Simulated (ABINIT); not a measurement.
Planning a run of ABINIT 10.8.3 on Ba2TaBiO6 (R-3). The input:

```
acell 3*1.0 Angstrom
rprim 
  3.075626834241 1.775713980676 4.956223105800
  -3.075626834241 1.775713980676 4.956223105800
  0.000000000000 -3.551427961352 4.956223105800
ntypat 4
znucl 56 73 83 8
natom 10
typat 1 1 2 3 4 4 4 4 4 4
xred 
  0.748816000000 0.748816000000 0.748816000000
  0.251184000000 0.251184000000 0.251184000000
  0.500000000000 0.500000000000 0.500000000000
  0.000000000000 0.000000000000 0.000000000000
  0.725510000000 0.218856000000 0.322035000000
  0.218856000000 0.322035000000 0.725510000000
  0.322035000000 0.725510000000 0.218856000000
  0.274490000000 0.781144000000 0.677965000000
  0.677965000000 0.274490000000 0.781144000000
  0.781144000000 0.677965000000 0.274490000000
pp_dirpath "pseudos"
pseudos "Ba.upf, Ta.upf, Bi.upf, O.upf"
ecut 62
ngkpt 2 2 2
nshiftk 1
shiftk 0 0 0
kptopt 1
chksymbreak 0
istwfk *1
occopt 1
irdwfk 1
optdriver 4
nband 199
gwcalctyp 0
ecutsigx 62
symsigma 1
nkptgw 3
kptgw 
  0.5000000000 0.5000000000 0.5000000000
  0.5000000000 0.0000000000 0.0000000000
  0.0000000000 0.0000000000 0.0000000000
bdgw 
  52 56
  52 55
  51 55
ecuteps 4.4
irdscr 1
ppmodel 1
indata_prefix "in"
outdata_prefix "out"
tmpdata_prefix "tmp"
```

```sh
OMP_NUM_THREADS=1 mpirun -n 4 abinit run.abi > log
```

Question: How long will it take on 4 MPI ranks of Arm Neoverse V1, shared host, and how much memory?

It took 77 s; on shared hardware allow 38 s to 2.6 min. Peak host memory was 3.7 GiB.

[Paths, hosts, dates, memory and timing lines, banners, echoed tables and standing remarks are left out of the program output.]

[Logs are printed without paths, hosts, clocks, repeated set-up lines and the standing remarks that a program may print on its own settings, such as how far it seeks lower states.]

[Runs of the session that timed out or met a known fault of the program may be left out.]

[Hosts, paths, dates, database ids (printed as entryN), source tags and the programs' standing remarks are cut or masked in the printed files.]

[G0W0 gaps are taken among the corrected bands and points alone; a level outside them can change the order at an edge.]

[Where Ansatz stands beside ABINIT at settings called matched, ABINIT's density can come from a denser mesh and the files from another edition; pairs whose starting gaps differed by over 0.03 eV were left out, so agreement reads better than it is.]
